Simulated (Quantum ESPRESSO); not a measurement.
# Collinear magnetic orders of La2Fe2Se2O3 with Quantum ESPRESSO

A self-consistent run ends on one state, which hangs on the start. Several orders of La2Fe2Se2O3 are started in Quantum ESPRESSO and their energies compared.

Calculated with Quantum ESPRESSO 7.5; LDA; plane waves with GBRV 1.5 LDA potentials, no spin-orbit coupling.

### Step 1. The starting structure

It takes space group I4/mmm (No. 139, tetragonal). The conventional cell has a = 4.122 Å, b = 4.122 Å, c = 18.979 Å, α = 90.00°, β = 90.00°, γ = 90.00°. La has 4 O at 2.39 Å and 4 Se at 3.36 Å nearest. Nearest to Fe lie 2 O at 2.06 Å and 4 Se at 2.77 Å. Nearest to Se lie 4 Fe at 2.77 Å and 4 La at 3.36 Å. O has 4 Fe at 2.06 Å nearest. Nearest to O lie 4 La at 2.39 Å. Farther neighbours and most contacts between anions are not listed.

The cell comes from Materials Project 2023-11-01, a database of computed structures, and need not be the stable phase.

### Step 2. Run 1, typed as ferro ++

The signs are those of the starting moments on the seeded atoms, the atoms that are given a moment.

The input, pw.in:

```
&CONTROL
  calculation = 'scf'
  prefix = 'pwscf'
  outdir = './tmp'
  pseudo_dir = './pseudo'
  disk_io = 'nowf'
/
&SYSTEM
  ibrav = 0
  celldm(1) = 8
  nat = 9
  ntyp = 4
  ecutwfc = 40
  ecutrho = 280
  nbnd = 59
  occupations = 'smearing'
  smearing = 'fd'
  degauss = 0.00367493
  nspin = 2
  starting_magnetization(1) = 0
  starting_magnetization(2) = 0.25
  starting_magnetization(3) = 0
  starting_magnetization(4) = 0
/
&ELECTRONS
  conv_thr = 1.8d-08
  electron_maxstep = 150
  mixing_beta = 0.3
/
ATOMIC_SPECIES
La    138.9055 la_lda_v1.uspp.F.UPF
Fe     55.8450 fe_lda_v1.5.uspp.F.UPF
Se     78.9710 se_lda_v1.uspp.F.UPF
O      15.9990 o_lda_v1.2.uspp.F.UPF
CELL_PARAMETERS alat
  -0.4867992383363    0.4868027816909    2.2415679752646
   0.4867992383363   -0.4868027816909    2.2415679752646
   0.4867992383363    0.4868027816909   -2.2415679752646
ATOMIC_POSITIONS crystal
La      0.3136675000    0.3136675000    0.0000000000
La      0.6863325000    0.6863325000    0.0000000000
Fe      0.0000000000    0.5000000000    0.5000000000
Fe      0.5000000000    0.0000000000    0.5000000000
Se      0.9021490000    0.9021490000    0.0000000000
Se      0.0978510000    0.0978510000    0.0000000000
O       0.5000000000    0.5000000000    0.0000000000
O       0.2500010000    0.7500010000    0.5000000000
O       0.7499990000    0.2499990000    0.5000000000
K_POINTS automatic
6 6 6 0 0 0
```

Command:

```sh
$ OMP_NUM_THREADS=1 mpirun -n 4 pw.x -nk 4 -in pw.in > pw.out
```

Output:

```text
Program PWSCF v.7.5 starts

     Message from routine setup:
     using ibrav=0 with symmetry is DISCOURAGED, use correct ibrav instead

     K-points division:     npool     =       4
     Subspace diagonalization in iterative solution of the eigenvalue problem:

     G-vector sticks info
     --------------------
     sticks:   dense  smooth     PW     G-vecs:    dense   smooth      PW
     Sum        4395    2511    875                86063    37233    7675

     Using Slab Decomposition

     bravais-lattice index     =            0
     lattice parameter (alat)  =       8.0000  a.u.
     unit-cell volume          =    1087.8896 (a.u.)^3
     number of atoms/cell      =            9
     number of atomic types    =            4
     number of electrons       =        84.00
     number of Kohn-Sham states=           59
     kinetic-energy cutoff     =      40.0000  Ry
     charge density cutoff     =     280.0000  Ry
     scf convergence threshold =      1.8E-08
     mixing beta               =       0.3000
     number of iterations used =            8  plain     mixing
     Exchange-correlation= SLA  PZ   NOGX NOGC
                           (   1   1   0   0   0   0   0)

     celldm(1)=   8.000000  celldm(2)=   0.000000  celldm(3)=   0.000000
     celldm(4)=   0.000000  celldm(5)=   0.000000  celldm(6)=   0.000000

     crystal axes: (cart. coord. in units of alat)
               a(1) = (  -0.486799   0.486803   2.241568 )
               a(2) = (   0.486799  -0.486803   2.241568 )
               a(3) = (   0.486799   0.486803  -2.241568 )

     reciprocal axes: (cart. coord. in units 2 pi/alat)
               b(1) = (  0.000000  1.027110  0.223058 )
               b(2) = (  1.027117  0.000000  0.223058 )
               b(3) = (  1.027117  1.027110  0.000000 )

     PseudoPot. # 1 for La read from file:
     la_lda_v1.uspp.F.UPF
     Pseudo is Ultrasoft + core correction, Zval = 11.0
     Generated by new atomic code, or converted to UPF format
     Using radial grid of  995 points,  8 beta functions with:
                l(1) =   0
                l(2) =   0
                l(3) =   1
                l(4) =   1
                l(5) =   2
                l(6) =   2
                l(7) =   3
                l(8) =   3
     Q(r) pseudized with  8 coefficients,  rinner =    1.700   1.700   1.700
                                                       1.700   1.700   1.700
                                                       1.700

     PseudoPot. # 2 for Fe read from file:
     fe_lda_v1.5.uspp.F.UPF
     Pseudo is Ultrasoft + core correction, Zval = 16.0
     Generated by new atomic code, or converted to UPF format
     Using radial grid of  861 points,  6 beta functions with:
                l(1) =   0
                l(2) =   0
                l(3) =   1
                l(4) =   1
                l(5) =   2
                l(6) =   2
     Q(r) pseudized with  8 coefficients,  rinner =    1.000   1.000   1.000
                                                       1.000   1.000

     PseudoPot. # 3 for Se read from file:
     se_lda_v1.uspp.F.UPF
     Pseudo is Ultrasoft + core correction, Zval =  6.0
     Generated by new atomic code, or converted to UPF format
     Using radial grid of  877 points,  6 beta functions with:
                l(1) =   0
                l(2) =   0
                l(3) =   1
                l(4) =   1
                l(5) =   2
                l(6) =   2
     Q(r) pseudized with  8 coefficients,  rinner =    1.300   1.300   1.300
                                                       1.300   1.300

     PseudoPot. # 4 for O  read from file:
     o_lda_v1.2.uspp.F.UPF
     Pseudo is Ultrasoft + core correction, Zval =  6.0
     Generated by new atomic code, or converted to UPF format
     Using radial grid of  737 points,  5 beta functions with:
                l(1) =   0
                l(2) =   0
                l(3) =   1
                l(4) =   1
                l(5) =   2
     Q(r) pseudized with  8 coefficients,  rinner =    0.900   0.900   0.900
                                                       0.900   0.900

     atomic species   valence    mass     pseudopotential
     La               11.00   138.90550     La( 1.00)
     Fe               16.00    55.84500     Fe( 1.00)
     Se                6.00    78.97100     Se( 1.00)
     O                 6.00    15.99900     O ( 1.00)

     Starting magnetic structure
     atomic species   magnetization
     La              0.000
     Fe              0.250
     Se              0.000
     O               0.000

      8 Sym. Ops., with inversion, found

   Cartesian axes

     site n.     atom                  positions (alat units)
         1        La     tau(   1) = (   0.0000000  -0.0000000   1.4062140  )
         2        La     tau(   2) = (   0.0000000  -0.0000000   3.0769219  )
         3        Fe     tau(   3) = (   0.4867992   0.0000000   0.0000000  )
         4        Fe     tau(   4) = (   0.0000000   0.4868028   0.0000000  )
         5        Se     tau(   5) = (   0.0000000  -0.0000000   4.0444566  )
         6        Se     tau(   6) = (   0.0000000   0.0000000   0.4386793  )
         7        O      tau(   7) = (   0.0000000   0.0000000   2.2415680  )
         8        O      tau(   8) = (   0.4867992  -0.0000000   1.1207885  )
         9        O      tau(   9) = (   0.0000000   0.4868028   1.1207795  )

     number of k points=    46  Fermi-Dirac smearing, width (Ry)=  0.0037
                       cart. coord. in units 2pi/alat
        k(    1) = (   0.0000000   0.0000000   0.0000000), wk =   0.0046296
        k(    2) = (   0.1711862   0.1711850   0.0000000), wk =   0.0185185
        k(    3) = (   0.3423725   0.3423700   0.0000000), wk =   0.0185185
        k(    4) = (  -0.5135587  -0.5135550   0.0000000), wk =   0.0092593
        k(    5) = (   0.1711862   0.0000000   0.0371764), wk =   0.0185185
        [... 41 further k-points ...]

     Dense  grid:    86063 G-vectors     FFT dimensions: ( 100, 100, 100)

     Smooth grid:    37233 G-vectors     FFT dimensions: (  75,  75,  75)

     Check: negative core charge=   -0.000014
     Generating pointlists ...
     new r_m :   0.2328 (alat units)  1.8622 (a.u.) for type    1
     new r_m :   0.2008 (alat units)  1.6064 (a.u.) for type    2
     new r_m :   0.2703 (alat units)  2.1625 (a.u.) for type    3
     new r_m :   0.2008 (alat units)  1.6064 (a.u.) for type    4

     Initial potential from superposition of free atoms

     starting charge      81.9426, renormalised to      84.0000

     negative rho (up, down):  8.550E-02 8.550E-02
     Starting wfcs are   86 randomized atomic wfcs

     Self-consistent Calculation

     iteration #  1     ecut=    40.00 Ry     beta= 0.30
     Davidson diagonalization with overlap
     ethr =  1.00E-02,  avg # of iterations =  4.8

     negative rho (up, down):  8.363E-02 8.368E-02

     total energy              =    -857.58062262 Ry
     estimated scf accuracy    <      69.96009614 Ry

     total magnetization       =     0.34 Bohr mag/cell
     absolute magnetization    =     0.89 Bohr mag/cell

     iteration #  2     ecut=    40.00 Ry     beta= 0.30
     Davidson diagonalization with overlap
     ethr =  1.00E-02,  avg # of iterations =  6.8

     total energy              =    -866.29576305 Ry
     estimated scf accuracy    <     706.08258559 Ry

     total magnetization       =     0.05 Bohr mag/cell
     absolute magnetization    =     0.20 Bohr mag/cell

     iteration #  3     ecut=    40.00 Ry     beta= 0.30
     Davidson diagonalization with overlap
     ethr =  1.00E-02,  avg # of iterations =  8.1

     negative rho (up, down):  1.218E-02 1.225E-02

     total energy              =    -885.76129582 Ry
     estimated scf accuracy    <      93.60109796 Ry

     total magnetization       =     0.75 Bohr mag/cell
     absolute magnetization    =     0.87 Bohr mag/cell

     [... further iterations left out ...]

     iteration # 18     ecut=    40.00 Ry     beta= 0.30
     Davidson diagonalization with overlap
     ethr =  2.68E-09,  avg # of iterations =  3.4

     negative rho (up, down):  6.036E-02 6.280E-02

     total energy              =    -889.10348084 Ry
     estimated scf accuracy    <       0.00000037 Ry

     total magnetization       =     8.00 Bohr mag/cell
     absolute magnetization    =     8.03 Bohr mag/cell

     iteration # 19     ecut=    40.00 Ry     beta= 0.30
     Davidson diagonalization with overlap
     ethr =  4.38E-10,  avg # of iterations =  3.8

     negative rho (up, down):  6.038E-02 6.282E-02

     total energy              =    -889.10348098 Ry
     estimated scf accuracy    <       0.00000019 Ry

     total magnetization       =     8.00 Bohr mag/cell
     absolute magnetization    =     8.03 Bohr mag/cell

     iteration # 20     ecut=    40.00 Ry     beta= 0.30
     Davidson diagonalization with overlap
     ethr =  2.26E-10,  avg # of iterations =  3.2

     negative rho (up, down):  6.039E-02 6.283E-02

     total energy              =    -889.10348104 Ry
     estimated scf accuracy    <       0.00000006 Ry

     total magnetization       =     8.00 Bohr mag/cell
     absolute magnetization    =     8.03 Bohr mag/cell

     iteration # 21     ecut=    40.00 Ry     beta= 0.30
     Davidson diagonalization with overlap
     ethr =  6.79E-11,  avg # of iterations =  2.6

     negative rho (up, down):  6.039E-02 6.283E-02

     Magnetic moment per site  (integrated on atomic sphere of radius R)
     atom   1 (R=0.233)  charge=  6.2463  magn=  0.0155
     atom   2 (R=0.233)  charge=  6.2463  magn=  0.0155
     atom   3 (R=0.201)  charge= 13.3301  magn=  3.2007
     atom   4 (R=0.201)  charge= 13.3302  magn=  3.2006
     atom   5 (R=0.270)  charge=  4.4473  magn=  0.1971
     atom   6 (R=0.270)  charge=  4.4473  magn=  0.1971
     atom   7 (R=0.201)  charge=  5.5497  magn=  0.3040
     atom   8 (R=0.201)  charge=  5.6011  magn=  0.0143
     atom   9 (R=0.201)  charge=  5.6011  magn=  0.0143

     End of self-consistent calculation

     [... lines left out ...]
     the Fermi energy is    10.3772 ev

!    total energy              =    -889.10348105 Ry
     estimated scf accuracy    <          9.1E-09 Ry
     smearing contrib. (-TS)   =      -0.00192554 Ry
     internal energy E=F+TS    =    -889.10155551 Ry

     The total energy is F=E-TS. E is the sum of the following terms:
     one-electron contribution =    -515.89905750 Ry
     hartree contribution      =     299.09950896 Ry
     xc contribution           =    -235.78711833 Ry
     ewald contribution        =    -436.51488864 Ry

     total magnetization       =     8.00 Bohr mag/cell
     absolute magnetization    =     8.03 Bohr mag/cell

     convergence has been achieved in  21 iterations

=------------------------------------------------------------------------------=
   JOB DONE.
=------------------------------------------------------------------------------=
```

Run time: 21 min. Hardware: 4 MPI ranks of Arm Neoverse V1, shared host; peak memory 2 GiB.

Spin moment in the atom's sphere by atom:

| atom | spin moment in the atom's sphere (μB) |
| --- | --- |
| La1 | 0.02 |
| La2 | 0.02 |
| Fe3 | 3.20 |
| Fe4 | 3.20 |
| Se5 | 0.20 |
| Se6 | 0.20 |
| O7 | 0.30 |
| O8 | 0.01 |
| O9 | 0.01 |

Numbers from this step:

* smearing term TS: 0.02620 eV
* magnetization: 7.998 μB
* absolute magnetization: 8.032 μB
* final state: ferromagnetic

Spin density in the ac plane of the conventional cell at fractional y = 0.000, with atoms of La and Fe and Se and O within 0.2 Å of it.

Ten even steps from '0' (0.0 e/Å³) to '9' (4.1 e/Å³), each cell a mean:
```
00000146300000
00000000000000
00000000000000
00000000000000
00000000000000
00000000000000
00000000000000
00000000000000
00000000000000
00000000000000
00000000000000
10000289510000
00000156300000
00000000000000
00000000000000
00000000000000
00000000000000
00000000000000
00000000000000
00000000000000
00000000000000
00000000000000
00000000000000
00000279410000
```
Columns run along a (4.1 Å), rows up along c (19.0 Å), edges of the conventional cell, whose origin can differ from the input's. Atoms in or near the plane, at fractional coordinates: La at (0.00, 0.31), La at (0.00, 0.69), Fe at (0.50, 0.00), Fe at (0.50, 0.50), Se at (0.00, 0.90), Se at (0.00, 0.10), O at (0.00, 0.50), O at (0.50, 0.25), O at (0.50, 0.75).

Valence density in the ac plane of the conventional cell at fractional y = 0.000, with atoms of La and Fe and Se and O within 0.2 Å of it. It is the smooth field of the valence electrons, not physical close to the nuclei.

Ten steps, logarithmic in the rise over the least value, from '_' (0 e/Å³) to '@' (15 e/Å³), each cell a mean:
```
--------==**%%@@%%++--------
======----------------======
++======----::::::----======
====------::::::::::------==
::::::::--------------::::::
--------==++####**++--------
++++======++**##**======++++
__==++==------------==++++--
++++==----::::::::::--====++
::::::::::::::::::::::::::::
----------------------------
##**++====##@@@@@@++====++##
##**==--==**%%@@%%++--==++**
----::::::----------::::----
----::::::::::::::::::::----
++++====--::::::::----==++++
__==++==------------==++++--
++====--==++####**++======++
::::::----++**##**==----::::
----::::::----------::::----
======----::::::::------====
++--====----::::------======
======------------------====
--------==##@@@@@@++--------
```
Columns run along a (4.1 Å), rows up along c (19.0 Å), edges of the conventional cell, whose origin can differ from the input's. Atoms in or near the plane, at fractional coordinates: La at (0.00, 0.31), La at (0.00, 0.69), Fe at (0.50, 0.00), Fe at (0.50, 0.50), Se at (0.00, 0.90), Se at (0.00, 0.10), O at (0.00, 0.50), O at (0.50, 0.25), O at (0.50, 0.75).

(Continued in part 2 of 2.)

[Logs and program files are shortened in this print: banners, set-up blocks, solver, clock and traceback lines can be left out without a mark of their own.]

[Logs are printed without paths, hosts, clocks, repeated set-up lines and the standing remarks that a program may print on its own settings, such as how far it seeks lower states.]

[Hosts, paths, dates, database ids (printed as entryN), source tags and the programs' standing remarks are cut or masked in the printed files.]

[Where a cell is said to come from a database of computed structures, the database is the Materials Project.]
